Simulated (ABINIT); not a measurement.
## AlN (P6_3mc): how ε∞ follows the gap

The empty bands of AlN (P6_3mc) are shifted up rigidly by Δ, and ε∞ along x is computed for each shift. x, y and z are the Cartesian axes of the input cell.

Symmetry: P6_3mc, No. 186, hexagonal system. Conventional cell: a = 3.113 Å, b = 3.113 Å, c = 4.981 Å, α = 90.00°, β = 90.00°, γ = 120.00°. Around Al on site b lie 4 N at 1.89 Å. N on site b has 4 Al at 1.89 Å as nearest neighbours.

Method: ABINIT 10.8.3, LDA, independent particles, k-mesh 12×12×7, Lorentzian half width 0.04 eV.

Launch of the response step: `optic optic.abi`. The series took 98 s in all, its band step included, on 4 threads of Intel(R) Xeon(R) Processor @ 2.70GHz, on a shared host.

```
Δ (eV)  ε∞ along x
  0.00       4.545
  0.40       4.391
  0.80       4.250
  1.20       4.122
  1.60       4.003
  2.00           ?
```

With one effective transition at E₀ and fixed dipole strength, ε∞ − 1 = A/(E₀ + Δ), so 1/(ε∞ − 1) is linear in Δ.

Working, on the rows shown:

| x = Δ (eV) | y = 1/(ε∞ − 1) |
| --- | --- |
| 0 | 0.282087 |
| 0.4 | 0.294898 |
| 0.8 | 0.307692 |
| 1.2 | 0.320307 |
| 1.6 | 0.333 |

Means: x̄ = 0.8, ȳ = 0.3076. Σ(x − x̄)(y − ȳ) = 0.05089, Σ(x − x̄)² = 1.6. Slope = 0.05089 / 1.6 = 0.03181; intercept = ȳ − slope · x̄ = 0.28215. Turned back into ε∞ along x, the line misses the rows shown by at most 0.001.

Question: Fill in the last column of the withheld row.

Answer: At x = 2 the line gives y = 0.34577, that is 3.892. The run gave 3.894, so the extrapolation is off by 0.0019, 0.3 % of the range in the table.

Refitted with all rows, the slope is 0.03173 and the intercept 0.28219. These give E₀ = intercept/slope = 8.9 eV, far above the least direct gap of 4.26 eV: most of the screening comes from transitions well over the edge. Over the first step ε∞ falls by 8 % per eV. The cell comes from an older database entry, whose edges can be off by a per cent or so. Excitons are left out and so are local fields; LDA gaps are as a rule too small. The values come from a sum over the points of one k-mesh and carry its error, which grows as the direct gap shrinks.

[Logs are printed without paths, hosts, clocks, repeated set-up lines and the standing remarks that a program may print on its own settings, such as how far it seeks lower states.]
